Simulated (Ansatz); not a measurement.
**How Al(100) screens a field**

Wanted: the response of a Al(100) slab to a perpendicular field.

Calculated with Ansatz 0.2.0; plane-wave DFT, r2SCAN, Ansatz PAW.

## 1. Starting point

The cell holds 6 atoms: 6 Al. Its edges and angles: a = 2.864 Å, b = 2.864 Å, c = 28.125 Å, α = 90.0°, β = 90.0°, γ = 90.0°. Vacuum lies along c.

## 2. Single point, field 0

A sawtooth potential applies the field, turning back in the middle of the vacuum. With the dipole correction the typed value is the field outside the slab. The induced dipole is small, so the SCF threshold is tight.

File input.yaml:

```yaml
crystal:
  lattice:
    - [2.8637824638, 0.0, 0.0]
    - [0.0, 2.8637824638, 0.0]
    - [0.0, 0.0, 28.125]
  atoms:
    - { symbol: Al, position: [0.5, 0.5, 0.32] }
    - { symbol: Al, position: [0.0, 0.0, 0.392] }
    - { symbol: Al, position: [0.5, 0.5, 0.464] }
    - { symbol: Al, position: [0.0, 0.0, 0.536] }
    - { symbol: Al, position: [0.5, 0.5, 0.608] }
    - { symbol: Al, position: [0.0, 0.0, 0.68] }
kpoints:
  mp_grid: { grid: [18, 18, 1] }
hamiltonian:
  xc: r2scan
scf:
  occupations: { method: fermi_dirac, width: 0.1 }
  convergence: { dr2_threshold: 1.0e-10 }
efield:
  axis: 3
  dipole_correction: true
  ramp_position: 0.97
  ramp_width: 0.06
  amplitude: 0
output:
  forces: true
  write_potential: true
  write_density: true
  volumetric_format: npy
```

The run is started by

```
> ansatz run input.yaml --threads 2 --pin off --max-ram 3072MiB --backend cpu --events-out ev --progress --plain --runs-dir out
```

Numbers of over 12 decimals in the logs are rounded to 6 here.

Log:

```text
Engine: ansatz 0.2.0, x86_64-unknown-linux-gnu
Pseudopotentials: kind: paw
Pseudopotential: Al, paw, valence charge 3, recommended cutoff 500 eV (meta_gga), Al.paw.azcp
Functional definition: r2SCAN
  parameter k0 = 0.174
  parameter k1 = 0.065
  parameter a1 = 4.9479
  exchange = r2scan_x(k0 = k0, k1 = k1, a1 = a1)
  correlation = r2scan_c
Crystal: 6 atoms, lattice volume = 230.660 Å³
Basis set: ecut = 500 eV, 5911 PW (Γ), exchange–correlation on 96×96×864 points (64 copies of the dense FFT grid, shifted against one another)
Bands: 15, of which v1, the nominal top of the filled ones, is band 9 counted from 1 (8 counted from 0)
Symmetry: 8 space group operations
k-points: 55 of 324
Non-local potential: Al, projectors of the file, l = 0: 2, l = 1: 2, l = 2: 1
PAW form: soft (Blöchl's): semilocal exchange-correlation on the pseudo side does not see the compensation charge
PAW frozen core: Al, regenerated for the run's functional (the file was generated under x = pbe(κ = 0.804, μ = 0.219515), c = pbe(β = 0.066725))
PAW one-centre angular grid: Al, 302 points (default); XC on 160 Gauss nodes
Initial density: superposition of atomic densities (neutral atoms: chi_scale 0, normalization atom), corrected by the library's trained network
Initial wavefunctions: pseudopotential atomic-orbital guess
Functional: x = r2scan, c = r2scan; τ floored in thin density (d = 2e-4 eV/Å³)
SCF iter   1: F=—  HF=-3241.317757 eV  |F-HF|=—  |Δ(HF+E_count)|=         —  Δρ=2.42e-3  dr2=5.74e-2  dr2_τ=2.13e-2  ethr=1.77e-3  p=0.000 e·Å  D=2.66e-14 V/Å  ΔV_dip=-0.00 eV  dr2_dipole=1.29e-8  V_vac-E_F(+/−)=4.09/4.09 eV  ⟨swp⟩=8.6  Hψ=6396  notcnv=0
efield: sawtooth ramp at fractional position 0.9700 (set: `efield.ramp_position`, or a place that a band, a saddle search or an elastic batch's reference lends), width 0.0600; the density the first Hamiltonian is built on has a dipole p = 0.000 e·Å; the dipole correction subtracts the counter field D = 2.66e-14 V/Å, which shifts the + side's vacuum level by -0.00 eV against the − side's; the planar-averaged density in the ramp window peaks in size at 9.4e-6 e/Å³
preconditioner: auto → LDOS  [metal: Δε(μ)=0.066 eV  Ē_g=6.898 eV  σ=0.100 eV  W_gap=0.16  n_scr=14 (ndim 8)  ℏωp=10.4 eV  f_vac=0.469  D(μ)=2.27/eV (n_scr^D=10)  β→1.0]
SCF iter   2: F=—  HF=-3241.357526 eV  |F-HF|=—  |Δ(HF+E_count)|=   3.98e-2  Δρ=7.59e-4  dr2=2.48e-3  dr2_τ=1.50e-5  ethr=3.19e-4  p=-0.000 e·Å  D=-2.80e-6 V/Å  ΔV_dip=0.00 eV  dr2_dipole=8.62e-9  V_vac-E_F(+/−)=4.36/4.36 eV  ⟨swp⟩=3.1  Hψ=2040  notcnv=0  defer=14
SCF iter   3: F=—  HF=-3241.357771 eV  |F-HF|=—  |Δ(HF+E_count)|=   2.45e-4  Δρ=1.74e-4  dr2=1.64e-4  dr2_τ=7.46e-7  ethr=1.38e-5  p=-0.000 e·Å  D=-7.47e-6 V/Å  ΔV_dip=0.00 eV  dr2_dipole=4.52e-10  V_vac-E_F(+/−)=4.34/4.34 eV  ⟨swp⟩=2.7  Hψ=1341  notcnv=0  defer=14
SCF iter   4: F=—  HF=-3241.357822 eV  |F-HF|=—  |Δ(HF+E_count)|=   5.04e-5  Δρ=3.58e-5  dr2=5.07e-6  dr2_τ=2.67e-8  ethr=9.08e-7  p=0.000 e·Å  D=1.71e-6 V/Å  ΔV_dip=-0.00 eV  dr2_dipole=3.13e-10  V_vac-E_F(+/−)=4.34/4.34 eV  ⟨swp⟩=2.2  Hψ=1346  notcnv=0  defer=14
SCF iter   5: F=—  HF=-3241.357825 eV  |F-HF|=—  |Δ(HF+E_count)|=   3.60e-6  Δρ=1.06e-5  dr2=5.41e-7  dr2_τ=2.24e-9  ethr=2.82e-8  p=-0.000 e·Å  D=-1.01e-6 V/Å  ΔV_dip=0.00 eV  dr2_dipole=5.14e-11  V_vac-E_F(+/−)=4.35/4.35 eV  ⟨swp⟩=2.6  Hψ=1516  notcnv=0  defer=14
SCF iter   6: F=—  HF=-3241.357838 eV  |F-HF|=—  |Δ(HF+E_count)|=   1.31e-5  Δρ=2.64e-6  dr2=1.89e-8  dr2_τ=5.49e-11  ethr=3.00e-9  p=-0.000 e·Å  D=-1.93e-8 V/Å  ΔV_dip=0.00 eV  dr2_dipole=6.50e-14  V_vac-E_F(+/−)=4.35/4.35 eV  ⟨swp⟩=2.3  Hψ=1345  notcnv=0  defer=14
SCF iter   7: F=—  HF=-3241.357838 eV  |F-HF|=—  |Δ(HF+E_count)|=   3.05e-8  Δρ=6.15e-7  dr2=2.44e-9  dr2_τ=6.10e-12  ethr=1.05e-10  p=-0.000 e·Å  D=-2.09e-8 V/Å  ΔV_dip=0.00 eV  dr2_dipole=4.69e-16  V_vac-E_F(+/−)=4.35/4.35 eV  ⟨swp⟩=2.3  Hψ=1491  notcnv=0  defer=14
iter 8 met the thresholds in force, and the SCF goes on: an eigenvalue changes by 1.28 meV, over its tolerance of 1.03 meV (output.eigenvalues, Limitations)
SCF iter   8: F=-3241.357838 eV  HF=-3241.357838 eV  |F-HF|=1.47e-10  |Δ(HF+E_count)|=   1.09e-9  Δρ=1.84e-7  dr2=9.52e-11  dr2_τ=3.94e-13  ethr=1.00e-12  p=0.000 e·Å  D=7.98e-9 V/Å  ΔV_dip=-0.00 eV  dr2_dipole=8.78e-15  V_vac-E_F(+/−)=4.35/4.35 eV  ⟨swp⟩=9.9  Hψ=6297  notcnv=0
SCF iter   9: F=-3241.357838 eV  HF=-3241.357838 eV  |F-HF|=2.00e-11  |Δ(HF+E_count)|=  1.82e-10  Δρ=3.81e-8  dr2=3.58e-12  dr2_τ=9.00e-15  ethr=1.00e-12  p=-0.000 e·Å  D=-1.28e-9 V/Å  ΔV_dip=0.00 eV  dr2_dipole=1.50e-15  V_vac-E_F(+/−)=4.35/4.35 eV  ⟨swp⟩=5.7  Hψ=4541  notcnv=0
SCF 1 converged in 9 iterations: F = -3241.357838 eV  dr2 = 3.58e-12
  greatest PAW one-centre occupation: 0.471 electrons in one spin orbital (limit 2), on the Al atom at site 0 (counted from 0), in its partial waves of l = 0
WARN: The output density's exchange-correlation potential varies sharply where the density is thin. Do not read a vacuum level from v_tot or v_xc, or from such a field of the output density. On a cell that repeats whose density bears no net charge and no dipole along the vacuum's axis use v_es (v_loc + v_h of the components); under efield.dipole_correction with no amplitude use v_es + v_field, which holds any externa [...]
SCF converged after 9 iterations
an eigenvalue changed by more than its tolerance at an iteration that met the thresholds in force, so the SCF went on 1 time: the last check found none over its tolerance
Free energy (F): -3241.357838 eV
Harris-Foulkes:  -3241.357838 eV  (|F-HF|=2.00e-11)
Internal energy: -3241.282741 eV  (E = F + TS)
E sigma→0 (E₀):  -3241.320290 eV
Entropy (-TS):   -0.075098 eV (-12.516 meV/atom)
Fermi energy:    0.992288 eV
Dipole field:    D = 0.000000 V/Å  (p = 0.000000 e·Å, saw-weighted, corrected)
Work function:   Φ+ = 4.3453 eV   Φ− = 4.3453 eV
Levels:          The Fermi level and band energies are counted from a zero that moves with the ramp; work functions are not
--- Per-component energies (eV) ---
  E_band       = -62.165952
  E_kinetic    = 132.279656
  E_local      = -5338.080929  (includes V_loc(G=0)·N_el)
  E_nonlocal   = 58.055045
  E_hartree    = 2640.144395
  E_xc         = -216.688683
  E_vxc        = -181.950846  (∫ρ·V_xc dr)
  E_paw        = -2838.172865  (= ΣΔE_a)
  E_vpaw       = -20.023260  (= ΣTr[D̂ρ^β])
  E_aug_tail   = -0.000004  (compensation charges beyond the density's cutoff)
  E_vtau       = 7.265619  (kinetic-family band-sum trace: ∫τ·v_τ [+ j·A + Jᵃ·Aᵃ] dr)
  E_efield     = 0.000000  (sawtooth field / dipole correction)
  E_vefield    = 0.000000  (∫n·V_field dr)
  E_ewald      = 2321.541293
  E_core_change = -0.360648  (= ΣΔE_core)
  E_smearing   = -0.075098  (= −TS)
  E_closure    = -0.000000  (closes the sum)
  Σ components = -3241.357838   (vs F -3241.357838, Δ=0.00e0)
--- Forces (eV/Å), atoms counted from 1 ---
  atom   1  Al    -0.00000000     0.00000000     0.09974423
  atom   2  Al     0.00000000     0.00000000     0.06252053
  atom   3  Al    -0.00000000     0.00000000     0.02754741
  atom   4  Al     0.00000000     0.00000000    -0.02754741
  atom   5  Al     0.00000000     0.00000000    -0.06252055
  atom   6  Al    -0.00000000     0.00000000    -0.09974422
  max |Σ_I F_I| component: 4.13e-9 eV/Å
--- Band table (eV; the first three rows and the last of 55) ---
  k-point 0: bands = [... 5 lower, -2.9458, -1.3700, 1.6716, 3.8709, 5.1831, 5.4318, 6.4603, 6.5755, ... 2 higher]
  k-point 1: bands = [... 5 lower, -2.8886, -1.3147, 1.7241, 3.9208, 5.2335, 5.4264, 5.4841, 6.0536, ... 2 higher]
  k-point 2: bands = [... 5 lower, -2.7172, -1.1491, 1.8720, 3.8343, 3.9969, 4.5341, 5.3755, 5.5333, ... 2 higher]
  k-point 54: bands = [... 5 lower, -0.4233, -0.2241, -0.2241, 0.2180, 0.2180, 1.2315, 1.2315, 1.4510, ... 2 higher]
```

Wall time 16 s (2 threads of Intel Xeon 6975P-C (Granite Rapids), shared host); peak memory 0.99 GiB.

This step gave:

```
energy at zero smearing   : -3241.3203 eV
work function, upper face : 4.345 eV
dipole along the normal   : 6.02e-8 e·Å
```

Running mean over 2.025 Å of the planar mean; the ramp of the sawtooth is left out. Table of electron's electrostatic potential energy less the Fermi level by z:

z (Å), electron's electrostatic potential energy less the Fermi level (eV) and a bar from the least value:
```
        4       4.35 ##############################
        5       4.34 ##############################
        6       4.28 ##############################
        7       3.55 ###########################
        8      -0.49 ##############
        9      -4.19 ##
       10      -4.60 
       11      -4.65 
       12      -4.63 
       13      -4.61 
       14      -4.60 
       15      -4.61 
       16      -4.63 
       17      -4.65 
       18      -4.62 
       19      -4.34 #
       20      -1.10 ############
       21       3.27 ##########################
       22       4.26 ##############################
       23       4.34 ##############################
       24       4.34 ##############################
       25       4.35 ##############################
```

Force by atom:

| atom | x (eV/Å) | y (eV/Å) | z (eV/Å) | size |
| --- | --- | --- | --- | --- |
| Al1 | 0.0000 | 0.0000 | 0.0997 | 0.0997 |
| Al2 | 0.0000 | 0.0000 | 0.0625 | 0.0625 |
| Al3 | 0.0000 | 0.0000 | 0.0275 | 0.0275 |
| Al4 | 0.0000 | 0.0000 | -0.0275 | 0.0275 |
| Al5 | 0.0000 | 0.0000 | -0.0625 | 0.0625 |
| Al6 | 0.0000 | 0.0000 | -0.0997 | 0.0997 |

The work function of the upper face is 4.35 eV.

## 3. Single point, field 0.05 V/Å

Changes to input.yaml since step 2:

```diff
@@ -24,3 +24,3 @@
   ramp_width: 0.06
-  amplitude: 0
+  amplitude: 0.05
 output:
```

Log:

```text
[...]
Crystal: 6 atoms, lattice volume = 230.660 Å³
Basis set: ecut = 500 eV, 5911 PW (Γ), exchange–correlation on 96×96×864 points (64 copies of the dense FFT grid, shifted against one another)
Bands: 15, of which v1, the nominal top of the filled ones, is band 9 counted from 1 (8 counted from 0)
Symmetry: 8 space group operations
k-points: 55 of 324
[...]
k-point 0: bands = [... 5 lower, -2.9459, -1.3701, 1.6713, 3.8690, 5.1439, 5.4469, 6.4426, 6.6043, ... 2 higher]
  k-point 1: bands = [... 5 lower, -2.8887, -1.3149, 1.7239, 3.9190, 5.1954, 5.4225, 5.5021, 6.0526, ... 2 higher]
  k-point 2: bands = [... 5 lower, -2.7174, -1.1492, 1.8718, 3.8341, 3.9957, 4.5330, 5.3496, 5.5145, ... 2 higher]
  k-point 54: bands = [... 5 lower, -0.4234, -0.2242, -0.2242, 0.2178, 0.2180, 1.2314, 1.2314, 1.4506, ... 2 higher]
[key lines of the parts left out:]
SCF converged after 9 iterations
Free energy (F): -3241.358598 eV
Fermi energy:    0.992168 eV
Dipole field:    D = 0.023840 V/Å  (p = 0.030389 e·Å, saw-weighted, corrected)
```

Wall time 13 s (2 threads); peak memory 0.99 GiB.

The dipole is 0.0304 e·Å.

## 4. Atoms held, field -0.05 V/Å

Changes to input.yaml since step 3:

```diff
@@ -24,3 +24,3 @@
   ramp_width: 0.06
-  amplitude: 0.05
+  amplitude: -0.05
 output:
```

Log:

```text
[...]
Crystal: 6 atoms, lattice volume = 230.660 Å³
Basis set: ecut = 500 eV, 5911 PW (Γ), exchange–correlation on 96×96×864 points (64 copies of the dense FFT grid, shifted against one another)
Bands: 15, of which v1, the nominal top of the filled ones, is band 9 counted from 1 (8 counted from 0)
Symmetry: 8 space group operations
k-points: 55 of 324
[...]
k-point 0: bands = [... 5 lower, -2.9459, -1.3701, 1.6713, 3.8690, 5.1439, 5.4469, 6.4426, 6.6043, ... 2 higher]
  k-point 1: bands = [... 5 lower, -2.8887, -1.3149, 1.7239, 3.9190, 5.1954, 5.4225, 5.5021, 6.0526, ... 2 higher]
  k-point 2: bands = [... 5 lower, -2.7174, -1.1492, 1.8718, 3.8341, 3.9957, 4.5330, 5.3496, 5.5144, ... 2 higher]
  k-point 54: bands = [... 5 lower, -0.4234, -0.2242, -0.2242, 0.2178, 0.2180, 1.2314, 1.2314, 1.4506, ... 2 higher]
[key lines of the parts left out:]
SCF converged after 9 iterations
Free energy (F): -3241.358598 eV
Fermi energy:    0.992168 eV
Dipole field:    D = -0.023840 V/Å  (p = -0.030389 e·Å, saw-weighted, corrected)
```

Elapsed: 13 s, on 2 threads; peak memory 0.99 GiB; 25 s of CPU time.

The dipole is -0.0304 e·Å.

## 5. Atoms held, field 0.1 V/Å

Changes to input.yaml since step 4:

```diff
@@ -24,3 +24,3 @@
   ramp_width: 0.06
-  amplitude: -0.05
+  amplitude: 0.1
 output:
```

Log:

```text
[...]
Crystal: 6 atoms, lattice volume = 230.660 Å³
Basis set: ecut = 500 eV, 5911 PW (Γ), exchange–correlation on 96×96×864 points (64 copies of the dense FFT grid, shifted against one another)
Bands: 15, of which v1, the nominal top of the filled ones, is band 9 counted from 1 (8 counted from 0)
Symmetry: 8 space group operations
k-points: 55 of 324
[...]
k-point 0: bands = [... 5 lower, -2.9463, -1.3705, 1.6706, 3.8632, 5.0487, 5.4700, 6.4128, 6.6647, ... 2 higher]
  k-point 1: bands = [... 5 lower, -2.8891, -1.3152, 1.7232, 3.9132, 5.1015, 5.4186, 5.5282, 6.0499, ... 2 higher]
  k-point 2: bands = [... 5 lower, -2.7177, -1.1495, 1.8711, 3.8335, 3.9920, 4.5293, 5.2712, 5.4923, ... 2 higher]
  k-point 54: bands = [... 5 lower, -0.4237, -0.2245, -0.2245, 0.2174, 0.2177, 1.2310, 1.2310, 1.4500, ... 2 higher]
[key lines of the parts left out:]
SCF converged after 9 iterations
Free energy (F): -3241.360878 eV
Fermi energy:    0.991802 eV
Dipole field:    D = 0.047678 V/Å  (p = 0.060776 e·Å, saw-weighted, corrected)
```

It took 14 s on 2 threads; peak memory 0.98 GiB; 28 s of CPU time.

The dipole is 0.0608 e·Å.

## 6. Atoms held, field -0.1 V/Å

Changes to input.yaml since step 5:

```diff
@@ -24,3 +24,3 @@
   ramp_width: 0.06
-  amplitude: 0.1
+  amplitude: -0.1
 output:
```

Log:

```text
[...]
Crystal: 6 atoms, lattice volume = 230.660 Å³
Basis set: ecut = 500 eV, 5911 PW (Γ), exchange–correlation on 96×96×864 points (64 copies of the dense FFT grid, shifted against one another)
Bands: 15, of which v1, the nominal top of the filled ones, is band 9 counted from 1 (8 counted from 0)
Symmetry: 8 space group operations
k-points: 55 of 324
[...]
k-point 0: bands = [... 5 lower, -2.9463, -1.3705, 1.6706, 3.8632, 5.0487, 5.4700, 6.4128, 6.6647, ... 2 higher]
  k-point 1: bands = [... 5 lower, -2.8891, -1.3152, 1.7232, 3.9132, 5.1015, 5.4186, 5.5282, 6.0499, ... 2 higher]
  k-point 2: bands = [... 5 lower, -2.7177, -1.1495, 1.8711, 3.8335, 3.9920, 4.5293, 5.2712, 5.4923, ... 2 higher]
  k-point 54: bands = [... 5 lower, -0.4237, -0.2245, -0.2245, 0.2174, 0.2177, 1.2310, 1.2310, 1.4500, ... 2 higher]
[key lines of the parts left out:]
SCF converged after 9 iterations
Free energy (F): -3241.360878 eV
Fermi energy:    0.991802 eV
Dipole field:    D = -0.047678 V/Å  (p = -0.060776 e·Å, saw-weighted, corrected)
```

It took 13 s on 2 threads; peak memory 0.99 GiB.

The dipole is -0.0608 e·Å.

## 7. Single point, field 0.2 V/Å

Changes to input.yaml since step 6:

```diff
@@ -24,3 +24,3 @@
   ramp_width: 0.06
-  amplitude: -0.1
+  amplitude: 0.2
 output:
```

Log:

```text
[...]
Crystal: 6 atoms, lattice volume = 230.660 Å³
Basis set: ecut = 500 eV, 5911 PW (Γ), exchange–correlation on 96×96×864 points (64 copies of the dense FFT grid, shifted against one another)
Bands: 15, of which v1, the nominal top of the filled ones, is band 9 counted from 1 (8 counted from 0)
Symmetry: 8 space group operations
k-points: 55 of 324
[...]
k-point 0: bands = [... 5 lower, -2.9478, -1.3719, 1.6678, 3.8375, 4.7794, 5.4700, 6.3702, 6.6879, ... 2 higher]
  k-point 1: bands = [... 5 lower, -2.8906, -1.3166, 1.7203, 3.8880, 4.8330, 5.4133, 5.5318, 6.0450, ... 2 higher]
  k-point 2: bands = [... 5 lower, -2.7193, -1.1510, 1.8683, 3.8311, 3.9755, 4.5116, 5.0185, 5.4741, ... 2 higher]
  k-point 54: bands = [... 5 lower, -0.4251, -0.2260, -0.2260, 0.2157, 0.2163, 1.2296, 1.2296, 1.4480, ... 2 higher]
[key lines of the parts left out:]
SCF converged after 10 iterations
Free energy (F): -3241.369995 eV
Fermi energy:    0.990337 eV
Dipole field:    D = 0.095378 V/Å  (p = 0.121579 e·Å, saw-weighted, corrected)
```

Elapsed: 14 s, on 2 threads; peak memory 0.99 GiB.

The dipole is 0.122 e·Å.

## 8. Atoms held, field -0.2 V/Å

Changes to input.yaml since step 7:

```diff
@@ -24,3 +24,3 @@
   ramp_width: 0.06
-  amplitude: 0.2
+  amplitude: -0.2
 output:
```

Log:

```text
[...]
Crystal: 6 atoms, lattice volume = 230.660 Å³
Basis set: ecut = 500 eV, 5911 PW (Γ), exchange–correlation on 96×96×864 points (64 copies of the dense FFT grid, shifted against one another)
Bands: 15, of which v1, the nominal top of the filled ones, is band 9 counted from 1 (8 counted from 0)
Symmetry: 8 space group operations
k-points: 55 of 324
[...]
k-point 0: bands = [... 5 lower, -2.9478, -1.3719, 1.6678, 3.8375, 4.7794, 5.4700, 6.3702, 6.6879, ... 2 higher]
  k-point 1: bands = [... 5 lower, -2.8906, -1.3166, 1.7203, 3.8880, 4.8330, 5.4133, 5.5318, 6.0450, ... 2 higher]
  k-point 2: bands = [... 5 lower, -2.7193, -1.1510, 1.8683, 3.8311, 3.9755, 4.5116, 5.0185, 5.4741, ... 2 higher]
  k-point 54: bands = [... 5 lower, -0.4251, -0.2260, -0.2260, 0.2157, 0.2163, 1.2296, 1.2296, 1.4480, ... 2 higher]
[key lines of the parts left out:]
SCF converged after 10 iterations
Free energy (F): -3241.369995 eV
Fermi energy:    0.990337 eV
Dipole field:    D = -0.095378 V/Å  (p = -0.121579 e·Å, saw-weighted, corrected)
```

The job ended after 14 s (2 threads; peak memory 0.96 GiB).

The dipole is -0.122 e·Å.

[end of part 1 of 2]

[Logs are printed without paths, hosts, clocks, repeated set-up lines and the standing remarks that a program may print on its own settings, such as how far it seeks lower states.]

[Hosts, paths, dates, database ids (printed as entryN), source tags and the programs' standing remarks are cut or masked in the printed files.]

[Maps of the electrostatic potential energy from Ansatz leave out the sawtooth potential of an applied field or a dipole correction, so their vacuum need not be flat; planar profiles and work functions include it.]
